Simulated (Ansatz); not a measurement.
# Cl on W(110): change of the work function, part 2 of 2

Wanted: Δφ(θ) for Cl/W(110), starting from the hollow site.

Ansatz 0.2.0; plane-wave DFT, PBE, Ansatz PAW.

So far, work function, upper face (eV): step 2 (the clean slab) 4.84.

**3. The covered slab, k-mesh 6×6×1, coverage 0.25 ML (continued)**

ELF in the ca plane at fractional y = 0.000, with atoms of W within 0.2 Å of it. It is the smooth field of the valence electrons, not physical close to the nuclei.

Values, 8 rows by 16 columns, each cell a mean:
```
0.58 0.39 0.37 0.38 0.48 0.49 0.37 0.40 0.46 0.16 0.01 0.00 0.00 0.00 0.00 0.00
0.37 0.39 0.37 0.43 0.35 0.34 0.41 0.44 0.45 0.09 0.00 0.00 0.00 0.00 0.00 0.00
0.43 0.36 0.36 0.41 0.35 0.36 0.38 0.40 0.33 0.04 0.00 0.00 0.00 0.00 0.00 0.00
0.48 0.42 0.39 0.38 0.49 0.49 0.37 0.39 0.29 0.03 0.00 0.00 0.00 0.00 0.00 0.00
0.58 0.39 0.37 0.38 0.48 0.49 0.37 0.40 0.38 0.05 0.00 0.00 0.00 0.00 0.00 0.00
0.37 0.39 0.37 0.43 0.35 0.35 0.44 0.43 0.47 0.11 0.01 0.00 0.00 0.00 0.00 0.00
0.43 0.36 0.36 0.41 0.36 0.36 0.44 0.42 0.48 0.16 0.01 0.00 0.00 0.00 0.00 0.00
0.48 0.42 0.39 0.38 0.48 0.48 0.38 0.40 0.46 0.18 0.01 0.00 0.00 0.00 0.00 0.00
```
Columns run along c (16.0 Å, from fractional 0.32 to 0.92 of the cell), rows up along a (5.5 Å). Atoms in or near the plane, at fractional coordinates: W at (0.33, 0.00), W at (0.50, 0.00), W at (0.33, 0.50), W at (0.50, 0.50).

The relaxation took 5 steps and lowered the energy by 0.29 eV; the largest force on the free atoms ends at 0.017 eV/Å.

By hand: a sheet of dipoles makes a step −p/(ε₀A) in the electron's potential. With e/ε₀ = 180.95 V·Å, p = 0.06909 e·Å and A = 28.24 Å², that is −180.95 × (0.06909) / 28.24 = -0.443 eV, and the two vacuum levels of the run differ by -0.443 eV.

The covered face has 4.46 eV, -0.39 eV against the clean one; the bare back face has moved by +0.00 eV, a measure of how thin the slab is.

**4. The covered slab, k-mesh 12×12×1, coverage 1 ML**

System of this step: W4Cl (Cl/W(110)). The cell holds 5 atoms: 4 W and 1 Cl. Its edges and angles: a = 2.737 Å, b = 2.737 Å, c = 26.954 Å, α = 90.0°, β = 90.0°, γ = 70.5°. Vacuum lies along c.

Another coverage, to see how the dipoles act on each other as their distance changes.

The input, input.yaml:

```yaml
crystal:
  lattice:
    - [2.2344574285, -1.58, 0.0]
    - [2.2344574285, 1.58, 0.0]
    - [0.0, 0.0, 26.9540398321]
  atoms:
    - { symbol: W, position: [0.0, 0.0, 0.3339017103] }
    - { symbol: W, position: [0.5, 0.5, 0.4168005056] }
    - { symbol: W, position: [0.0, 0.0, 0.5011045757] }
    - { symbol: W, position: [0.5, 0.5, 0.582434458] }
    - { symbol: Cl, position: [0.84, 0.84, 0.6660982897] }
kpoints:
  mp_grid: { grid: [12, 12, 1] }
hamiltonian:
  xc: pbe
scf:
  occupations: { method: fermi_dirac, width: 0.1 }
  convergence: { dr2_threshold: 1.0e-08 }
efield:
  axis: 3
  dipole_correction: true
  ramp_position: 0.97
  ramp_width: 0.06
relax:
  f_tol: 0.02
  max_steps: 60
  constraints: [{ sites: [0, 1] }]
output:
  write_potential: true
  write_density: true
  volumetric_format: npy
```

Started as:

```console
> ansatz run input.yaml --threads 4 --pin off --max-ram 6144MiB --backend cpu --events-out ev --progress --plain --runs-dir out
```

Run time: 41 s. Hardware: 4 threads of Arm Neoverse V1, shared host; peak memory 0.65 GiB.

Relaxation path:

| step | energy less that of the first step (eV) | largest force component (eV/Å) |
| --- | --- | --- |
| 1 | 0.0000 | 1.9228 |
| 2 | -0.3531 | 0.8324 |
| 3 | -0.3836 | 0.4551 |
| 4 | -0.3982 | 0.0429 |
| 5 | -0.3983 | 0.0013 |

Forces are held to the 2 operations that the run works with; a distortion that breaks them can't arise in this run.

The atoms that moved most (Å):

```
atom     dx     dy      dz  length
 Cl5  0.065  0.000  -0.302   0.309
  W4  0.072  0.000   0.028   0.077
  W3  0.009  0.000  -0.010   0.013
```

Final coordinates:

```xyz
5
Lattice="2.2345 -1.5800 0.0000 2.2345 1.5800 0.0000 0.0000 0.0000 26.9540" Properties=species:S:1:pos:R:3
W     0.0000    0.0000    9.0000
W     2.2345    0.0000   11.2345
W     0.0089    0.0000   13.4967
W     2.3061    0.0000   15.7265
Cl    3.8186    0.0000   17.6523
```

Numbers from this step:

```
energy at zero smearing        : -42617.0421 eV
work function, upper face      : 4.025 eV
work function, lower face      : 4.879 eV
dipole along the normal        : 0.03332 e·Å
step between the vacuum levels : -0.8539 eV
```

Running mean over 2.234 Å of the planar mean; the ramp of the sawtooth is left out. The electron's electrostatic potential energy less the Fermi level by z:

| z (Å) | electron's electrostatic potential energy less the Fermi level (eV) |
| --- | --- |
| 3.5 | 4.88 |
| 4.0 | 4.88 |
| 4.5 | 4.88 |
| 5.0 | 4.87 |
| 5.5 | 4.84 |
| 6.0 | 4.73 |
| 6.5 | 4.39 |
| 7.0 | 3.27 |
| 7.5 | -0.155 |
| 8.0 | -5.78 |
| 8.5 | -10.5 |
| 9.0 | -12.2 |
| 9.5 | -12.5 |
| 10.0 | -12.6 |
| 10.5 | -12.7 |
| 11.0 | -12.7 |
| 11.5 | -12.7 |
| 12.0 | -12.5 |
| 12.5 | -12.4 |
| 13.0 | -12.6 |
| 13.5 | -12.7 |
| 14.0 | -12.7 |
| 14.5 | -12.8 |
| 15.0 | -12.9 |
| 15.5 | -13.1 |
| 16.0 | -13.5 |
| 16.5 | -13.3 |
| 17.0 | -11.0 |
| 17.5 | -7.53 |
| 18.0 | -5.38 |
| 18.5 | -2.75 |
| 19.0 | 0.919 |
| 19.5 | 3.33 |
| 20.0 | 3.89 |
| 20.5 | 4.00 |
| 21.0 | 4.02 |
| 21.5 | 4.02 |
| 22.0 | 4.02 |
| 22.5 | 4.03 |
| 23.0 | 4.03 |
| 23.5 | 4.03 |

The relaxation took 5 steps and lowered the energy by 0.40 eV; the largest force on the free atoms ends at 0.0013 eV/Å.

The covered face has 4.03 eV, -0.82 eV against the clean one; the bare back face has moved by -0.02 eV, a measure of how thin the slab is.

**5. Work function against coverage**

This step: plane-wave DFT, PBE, Ansatz PAW; work function against coverage (Ansatz 0.2.0).

The runs are now put side by side.

This step gave:

```
work function of the clean face     : 4.845 eV
largest change of the work function : -0.8193 eV
```

Table of work function of the covered face by coverage:

```csv
coverage (adsorbates/nm²),work function of the covered face (eV)
0.00,4.84
3.54,4.46
14.16,4.03
```

The dipole per adsorbate comes from the change of the cell's dipole. Coverage, by row:

| coverage (1/nm²) | coverage (ML) | work function (eV) | change (eV) | dipole per adsorbate, positive end outwards (debye) | mean height of the added atoms over the highest substrate atom (Å) |
| --- | --- | --- | --- | --- | --- |
| 3.541 | 0.25 | 4.457 | -0.3875 | 0.291 | 1.933 |
| 14.16 | 1 | 4.025 | -0.8193 | 0.15 | 1.926 |

**6. What came out**

```
work function of the clean face                        : 4.84 eV
work function at 0.25 ML                               : 4.46 eV
work function at 1 ML                                  : 4.03 eV
dipole per adsorbate at 0.25 ML, positive end outwards : 0.29 D
```

What this shows: Cl lowers the work function of W(110) at the lowest coverage, by 0.39 eV: the adsorbate layer has its positive end outwards. An electronegative adsorbate that lowers the work function shows that charge transfer alone doesn't fix the sign: the pushed-back electron tail of the metal and the adsorbate's own polarisation count too. At the highest coverage the adsorbates are pressed to about 2.7 Å, closer than unbonded atoms of this kind usually come, so a real layer may not reach it. The slab has 4 layers, at the tabulated experimental lattice constant, one starting site was run, and quantum-size effects of a slab this thin can reach one or two tenths of an eV.

[Logs are printed without paths, hosts, clocks, repeated set-up lines and the standing remarks that a program may print on its own settings, such as how far it seeks lower states.]

[Hosts, paths, dates, database ids (printed as entryN), source tags and the programs' standing remarks are cut or masked in the printed files.]

[Maps of the electrostatic potential energy from Ansatz leave out the sawtooth potential of an applied field or a dipole correction, so their vacuum need not be flat; planar profiles and work functions include it.]
